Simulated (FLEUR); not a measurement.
**Collinear magnetic orders of MnSe with FLEUR**

Does MnSe prefer parallel or opposed moments?

Main program and level: FLEUR MaX-R8.1; PBEsol; all-electron FLAPW, Dirac cores, scalar-relativistic bands.

The database entry behind the starting cell differs from later determinations by our own check (about 0.4 % short), so it need not match the best structure at ambient conditions.

## 1. The structure

The structure is cubic, space group Fm-3m (No. 225). Conventional cell: a = 5.440 Å, b = 5.440 Å, c = 5.440 Å, α = 90.00°, β = 90.00°, γ = 90.00°. Nearest to Mn lie 6 Se at 2.72 Å. Nearest to Se lie 6 Mn at 2.72 Å. Farther neighbours and most contacts between anions are not listed.

## 2. Order 1, typed as ferro +

The parallel start comes first: it shows whether parallel moments hold.

inpgen writes inp.xml from crystal.txt; cutoffs, mixing, functional, smearing and local orbitals are then set in the file. The k list default-1 (kpts.xml, not shown) is a Γ-centred 8×8×8 mesh; where the ranks do not divide the number of points, some are split in two of half the weight.

Input file inp.xml:

```
<?xml version="1.0" encoding="UTF-8" standalone="no"?>
<fleurInput fleurInputVersion="0.39">
   <comment>
      MnSe
   </comment>
   <calculationSetup>
      <cutoffs Kmax="3.6" Gmax="10.8" GmaxXC="10.8" numbands="0"/>
      <scfLoop itmax="130" minDistance="0.00002" maxIterBroyd="15" imix="Anderson" alpha="0.05" precondParam="0.0" spinf="2.0" sdNocoIR="T"/>
      <coreElectrons ctail="T" frcor="F" kcrel="0" coretail_lmax="0"/>
      <xcFunctional name="PBEs" relativisticCorrections="F"/>
      <magnetism jspins="2"/>
      <soc l_soc="F" theta="0.0" phi="0.0" spav="F"/>
      <expertModes spex="0" secvar="F"/>
      <geometryOptimization l_f="F" forcealpha="1.0" forcemix="BFGS" epsdisp="0.00001" epsforce="0.00001"/>
      <ldaU l_linMix="F" mixParam="0.05" spinf="1.0"/>
   </calculationSetup>
   <cell>
      <bzIntegration valenceElectrons="31.0" mode="hist" fermiSmearingEnergy="0.00293995">
         <kPointListSelection listName="default-1"/>
         <xi:include xmlns:xi="http://www.w3.org/2001/XInclude" href="kpts.xml"> </xi:include>
      </bzIntegration>
      <xi:include xmlns:xi="http://www.w3.org/2001/XInclude" href="sym.xml"> </xi:include>
      <bulkLattice scale="1.0">
         <bravaisMatrix>
            <row-1>    0.0000000000000000     5.1400550589120000     5.1400550589120000</row-1>
            <row-2>    5.1400550589120000     0.0000000000000000     5.1400550589120000</row-2>
            <row-3>    5.1400550589120000     5.1400550589120000     0.0000000000000000</row-3>
         </bravaisMatrix>
      </bulkLattice>
   </cell>
   <atomSpecies>
      <species name="Manganese 4.500" element="Mn" atomicNumber="25">
         <mtSphere radius="2.51" gridPoints="829" logIncrement="0.015"/>
         <atomicCutoffs lmax="10" lnonsphr="8"/>
         <electronConfig flipSpins="F">
            <coreConfig>(1s1/2) (2s1/2) (2p1/2) (2p3/2)</coreConfig>
            <valenceConfig>(3s1/2) (3p1/2) (3p3/2) (4s1/2) (3d3/2) (3d5/2)</valenceConfig>
            <stateOccupation state="(3d3/2)" spinUp="1.75" spinDown="0.25"/>
            <stateOccupation state="(3d5/2)" spinUp="3.0" spinDown="0.0"/>
         </electronConfig>
         <energyParameters s="4" p="4" d="3" f="4"/>
         <lo type="SCLO" l="0" n="3" eDeriv="0"/>
         <lo type="SCLO" l="1" n="3" eDeriv="0"/>
      </species>
      <species name="Selenium (Se)" element="Se" atomicNumber="34">
         <mtSphere radius="2.51" gridPoints="829" logIncrement="0.015"/>
         <atomicCutoffs lmax="10" lnonsphr="8"/>
         <electronConfig flipSpins="F">
            <coreConfig>(1s1/2) (2s1/2) (2p1/2) (2p3/2) (3s1/2) (3p1/2) (3p3/2)</coreConfig>
            <valenceConfig>(4s1/2) (3d3/2) (3d5/2) (4p1/2) (4p3/2)</valenceConfig>
            <stateOccupation state="(4p1/2)" spinUp="0.666667" spinDown="0.666667"/>
            <stateOccupation state="(4p3/2)" spinUp="1.333333" spinDown="1.333333"/>
         </electronConfig>
         <energyParameters s="4" p="4" d="3" f="4"/>
      </species>
   </atomSpecies>
   <atomGroups>
      <atomGroup species="Manganese 4.500">
         <relPos label="                   1">.0000000000 .0000000000 .0000000000</relPos>
         <force calculate="T" relaxXYZ="TTT"/>
      </atomGroup>
      <atomGroup species="Selenium (Se)">
         <relPos label="                   2">1.000/2.000 1.000/2.000 1.000/2.000</relPos>
         <force calculate="T" relaxXYZ="TTT"/>
      </atomGroup>
   </atomGroups>
   <output dos="F" band="F" slice="F">
      <bandDOS minEnergy="-.5*Htr" maxEnergy="0.5*Htr" sigma="0.015" storeEVData="T"/>
      <plotting iplot="0" polar="F">
         <plot TwoD="T" vec1="  1.0  0.0  0.0" vec2="  0.0  1.0  0.0" vec3="  0.0  0.0  1.0" zero="  0.0  0.0  0.0" file="plot"/>
      </plotting>
      <moessbauerParams electricFieldGradient="F" isomerShift="F" coreHyperfine="F" valenceHyperfine="F"/>
   </output>
</fleurInput>
```

Input file crystal.txt:

```
MnSe
&input film=F cartesian=F /
0.00000000000  2.72000000000  2.72000000000
2.72000000000  0.00000000000  2.72000000000
2.72000000000  2.72000000000  0.00000000000
1.8897261246
1.0 1.0 1.0

2
25 0.00000000000  0.00000000000  0.00000000000 : 4.500
34 0.50000000000  0.50000000000  0.50000000000

&kpt div1=8 div2=8 div3=8 gamma=T /
```

Run with:

```console
OMP_NUM_THREADS=1 inpgen -f crystal.txt > inpgen.log  # inp.xml is then edited as shown
OMP_NUM_THREADS=1 mpirun -n 4 fleur_MPI > fleur.log
```

The log of the run:

```text
Welcome to FLEUR        (www.flapw.de)
      MaX-Release 8.1          (www.max-centre.eu)

 ========== k-point set info ==========
 Selected k-point list: default-1
 k-point list type: mesh
 0 x 0 x 0
 Number of k points: 32

 ------------Calculation Setup---------------------------
 Number of MPI-tasks      :            4
 Number of PE/node        :            4
 Number of OMP-threads    :            1
 k-points in parallel     :            4
 pe's per k-point         :            1
 No of k-point loops      :            8
 Eigenvalue solver        :       lapack
 Number of basis functions:          234
 Approximate size of matrices (H+S) per k-point:         0.001 GB
 --------------------------------------------------------
 Iteration:     1   Distance:       4.64113257 me/bohr^3
 Iteration:     2   Distance:       4.34805589 me/bohr^3
 Iteration:     3   Distance:       1.79593351 me/bohr^3
 Iteration:     4   Distance:       0.58178313 me/bohr^3
 Iteration:     5   Distance:       0.51805390 me/bohr^3
 Iteration:     6   Distance:       0.27871717 me/bohr^3
 Iteration:     7   Distance:       0.12929224 me/bohr^3
 Iteration:     8   Distance:       0.13586929 me/bohr^3
 Iteration:     9   Distance:       0.02443594 me/bohr^3
 Iteration:    10   Distance:       0.01802891 me/bohr^3
 Iteration:    11   Distance:       0.00194121 me/bohr^3
 Iteration:    12   Distance:       0.00130278 me/bohr^3
 Iteration:    13   Distance:       0.00036668 me/bohr^3
 Iteration:    14   Distance:       0.00005185 me/bohr^3
 Iteration:    15   Distance:       0.00006462 me/bohr^3
 Iteration:    16   Distance:       0.00006148 me/bohr^3
 Iteration:    17   Distance:       0.00004251 me/bohr^3
 Iteration:    18   Distance:       0.00000527 me/bohr^3

 ********************************************************************
 Run finished successfully
 Stop message:
   all done
 ********************************************************************

--- out.xml (last complete iteration) ---
<iteration numberForCurrentRun="   18" overallNumber="   18">
         <energyParameters units="Htr">
            <atomicEP atomType="1" spin="1" branch="4s" branchLowest="-2.75" branchHighest="1.36" value="0.1167914966"/>
            <atomicEP atomType="1" spin="1" branch="4p" branchLowest="-1.59" branchHighest="1.86" value="0.2540995187"/>
            <atomicEP atomType="1" spin="1" branch="3d" branchLowest="-9.99" branchHighest="0.23" value="0.1319182458"/>
            <atomicEP atomType="1" spin="1" branch="4f" branchLowest="-9.99" branchHighest="2.84" value="0.5690324624"/>
            <loAtomicEP atomType="1" spin="1" branch="3s" branchLowest="-26.84" branchHighest="-2.75" value="-2.7503115615"/>
            <loAtomicEP atomType="1" spin="1" branch="3p" branchLowest="-22.67" branchHighest="-1.59" value="-1.6072375357"/>
            <atomicEP atomType="2" spin="1" branch="4s" branchLowest="-7.39" branchHighest="0.13" value="-0.2427577947"/>
            <atomicEP atomType="2" spin="1" branch="4p" branchLowest="-5.17" branchHighest="0.75" value="0.1110551107"/>
            <atomicEP atomType="2" spin="1" branch="3d" branchLowest="-9.99" branchHighest="-1.51" value="-1.4984500811"/>
            <atomicEP atomType="2" spin="1" branch="4f" branchLowest="-9.99" branchHighest="2.73" value="0.5674539696"/>
            <atomicEP atomType="1" spin="2" branch="4s" branchLowest="-2.57" branchHighest="1.49" value="0.1694701079"/>
            <atomicEP atomType="1" spin="2" branch="4p" branchLowest="-1.43" branchHighest="2.00" value="0.2967390423"/>
            <atomicEP atomType="1" spin="2" branch="3d" branchLowest="-9.99" branchHighest="0.40" value="0.2724845666"/>
            <atomicEP atomType="1" spin="2" branch="4f" branchLowest="-9.99" branchHighest="2.98" value="0.6034148495"/>
            <loAtomicEP atomType="1" spin="2" branch="3s" branchLowest="-26.77" branchHighest="-2.57" value="-2.5797857901"/>
            <loAtomicEP atomType="1" spin="2" branch="3p" branchLowest="-22.61" branchHighest="-1.43" value="-1.4395132278"/>
            <atomicEP atomType="2" spin="2" branch="4s" branchLowest="-7.39" branchHighest="0.14" value="-0.2396442071"/>
            <atomicEP atomType="2" spin="2" branch="4p" branchLowest="-5.17" branchHighest="0.76" value="0.1114268656"/>
            <atomicEP atomType="2" spin="2" branch="3d" branchLowest="-9.99" branchHighest="-1.51" value="-1.4975001653"/>
            <atomicEP atomType="2" spin="2" branch="4f" branchLowest="-9.99" branchHighest="2.74" value="0.5639267134"/>
         </energyParameters>
         <bandgap value="0.0258661409" units="eV"/>
         <sumValenceSingleParticleEnergies value="-28.6631008552" units="Htr"/>
         <FermiEnergy value="0.2598296831" units="Htr"/>
         <valenceDensity>
            <mtCharges spin="1">
               <mtCharge atomType="1" total="9.0716766" s="1.1739239" p="3.1595205" d="4.7215816" f="0.0138902"/>
               <mtCharge atomType="2" total="7.5078030" s="0.8464757" p="1.6370481" d="5.0112453" f="0.0096808"/>
            </mtCharges>
            <mtCharges spin="2">
               <mtCharge atomType="1" total="4.6232492" s="1.1093741" p="3.1126139" d="0.3873090" f="0.0114033"/>
               <mtCharge atomType="2" total="7.3740931" s="0.8239040" p="1.5449296" d="5.0023168" f="0.0024190"/>
            </mtCharges>
            <spinDependentCharge spin="1" total="17.9062949" interstitial="1.3268154" mtSpheres="16.5794796"/>
            <spinDependentCharge spin="2" total="13.0937051" interstitial="1.0963627" mtSpheres="11.9973423"/>
            <totalCharge value="31.0000000000"/>
         </valenceDensity>
         <coreStates atomType="     1" atomicNumber=" 25" spin="1" kinEnergy="    525.9782907390" eigValSum="   -330.3625587172" lostElectrons=" 0.000000">
            <state n="1" l="0" j="0.5" energy="-235.4999081438" weight="1.0000000000"/>
            <state n="2" l="0" j="0.5" energy="-26.8444134831" weight="1.0000000000"/>
            <state n="2" l="1" j="0.5" energy="-22.9274430756" weight="1.0000000000"/>
            <state n="2" l="1" j="1.5" energy="-22.5453970074" weight="2.0000000000"/>
         </coreStates>
         <coreStates atomType="     1" atomicNumber=" 25" spin="2" kinEnergy="    526.7317756302" eigValSum="   -330.1259928441" lostElectrons=" 0.000000">
            <state n="1" l="0" j="0.5" energy="-235.4999221981" weight="1.0000000000"/>
            <state n="2" l="0" j="0.5" energy="-26.7725191898" weight="1.0000000000"/>
            <state n="2" l="1" j="0.5" energy="-22.8735288774" weight="1.0000000000"/>
            <state n="2" l="1" j="1.5" energy="-22.4900112894" weight="2.0000000000"/>
         </coreStates>
         <coreStates atomType="     2" atomicNumber=" 34" spin="1" kinEnergy="   1138.9584860494" eigValSum="   -694.4807851425" lostElectrons=" 0.000015">
            <state n="1" l="0" j="0.5" energy="-458.6029926890" weight="1.0000000000"/>
            <state n="2" l="0" j="0.5" energy="-58.5519365279" weight="1.0000000000"/>
            <state n="2" l="1" j="0.5" energy="-52.4948242865" weight="1.0000000000"/>
            <state n="2" l="1" j="1.5" energy="-50.9620191539" weight="2.0000000000"/>
            <state n="3" l="0" j="0.5" energy="-7.3874329665" weight="1.0000000000"/>
            <state n="3" l="1" j="0.5" energy="-5.3170883743" weight="1.0000000000"/>
            <state n="3" l="1" j="1.5" energy="-5.1012359953" weight="2.0000000000"/>
         </coreStates>
         <coreStates atomType="     2" atomicNumber=" 34" spin="2" kinEnergy="   1138.9624948334" eigValSum="   -694.4762420684" lostElectrons=" 0.000015">
            <state n="1" l="0" j="0.5" energy="-458.6025310525" weight="1.0000000000"/>
            <state n="2" l="0" j="0.5" energy="-58.5516572371" weight="1.0000000000"/>
            <state n="2" l="1" j="0.5" energy="-52.4944211509" weight="1.0000000000"/>
            <state n="2" l="1" j="1.5" energy="-50.9616240561" weight="2.0000000000"/>
            <state n="3" l="0" j="0.5" energy="-7.3868436808" weight="1.0000000000"/>
            <state n="3" l="1" j="0.5" energy="-5.3164228899" weight="1.0000000000"/>
            <state n="3" l="1" j="1.5" energy="-5.1005589725" weight="2.0000000000"/>
         </coreStates>
         <allElectronCharges>
            <spinDependentCharge spin="1" total="31.9062949" interstitial="1.3268294" mtSpheres="30.5794655"/>
            <spinDependentCharge spin="2" total="27.0937051" interstitial="1.0963767" mtSpheres="25.9973283"/>
            <totalCharge value="58.9999999944"/>
         </allElectronCharges>
         <magneticMomentsInMTSpheres units="muBohr">
            <globalMagMoment atomType="1" vec="0.00000   0.00000   4.44843"/>
            <localMagMoment atomType="1" vec="0.00000   0.00000   4.44843"/>
            <globalMagMoment atomType="2" vec="0.00000   0.00000   0.13371"/>
            <localMagMoment atomType="2" vec="0.00000   0.00000   0.13371"/>
         </magneticMomentsInMTSpheres>
         <moessbauerParams unitsHFF="kG" unitsIS="e/bohr^3" unitsEFG="Htr/bohr^2">
         </moessbauerParams>
         <totalEnergy value="    -3586.1353153547" units="Htr">
            <sumOfEigenvalues value="    -2078.1086796275">
               <coreElectrons value="-2049.4455787723"/>
               <valenceElectrons value="-28.6631008552"/>
            </sumOfEigenvalues>
            <densityCoulombPotentialIntegral value="-5556.1014051452"/>
            <densityEffectivePotentialIntegral value="-5736.5646001127"/>
            <chargeDenXCDenIntegral value="-137.6368396692"/>
            <FockExchangeEnergyValence value="0.0000000000"/>
            <FockExchangeEnergyCore value="0.0000000000"/>
            <atomTypeDependentContributions atomType="1">
               <electronNucleiInteractionDifferentMTs value="1379.4400849164"/>
               <MadelungTerm value="-9.3117242558"/>
            </atomTypeDependentContributions>
            <atomTypeDependentContributions atomType="2">
               <electronNucleiInteractionDifferentMTs value="2928.3397054316"/>
               <MadelungTerm value="-11.8121789943"/>
            </atomTypeDependentContributions>
            <tkbTimesEntropy value="0.0006214816"/>
            <freeEnergy value="-3586.1359368363"/>
            <extrapolationTo0K value="-3586.1356260955"/>
         </totalEnergy>
         <densityConvergence units="me/bohr^3">
            <chargeDensity spin="1" distance="0.0000031589"/>
            <chargeDensity spin="2" distance="0.0000026161"/>
            <overallChargeDensity distance="0.0000052656"/>
            <spinDensity distance="0.0000024329"/>
         </densityConvergence>
      </iteration>
```

It took 13 s on 4 MPI ranks of Intel Xeon Platinum 8488C (Sapphire Rapids), shared host; peak memory 0.26 GiB; 51 s of CPU time.

This step gave:

| Item | Value |
| --- | --- |
| free energy | -97583.7301 eV |
| program's band gap on this mesh (in a metal only a level spacing) | 0.02587 eV |
| magnetization | 4.813 μB |
| final state | ferromagnetic |
| largest moment | 4.448 μB |

After 18 cycles the largest moment stands at 4.45 μB.

(Part 1 of 3 ends here.)

[Logs and program files are shortened in this print: banners, set-up blocks, solver, clock and traceback lines can be left out without a mark of their own.]

[Logs are printed without paths, hosts, clocks, repeated set-up lines and the standing remarks that a program may print on its own settings, such as how far it seeks lower states.]

[Hosts, paths, dates, database ids (printed as entryN), source tags and the programs' standing remarks are cut or masked in the printed files.]

[Where a cell is said to come from a database of computed structures, the database is the Materials Project.]
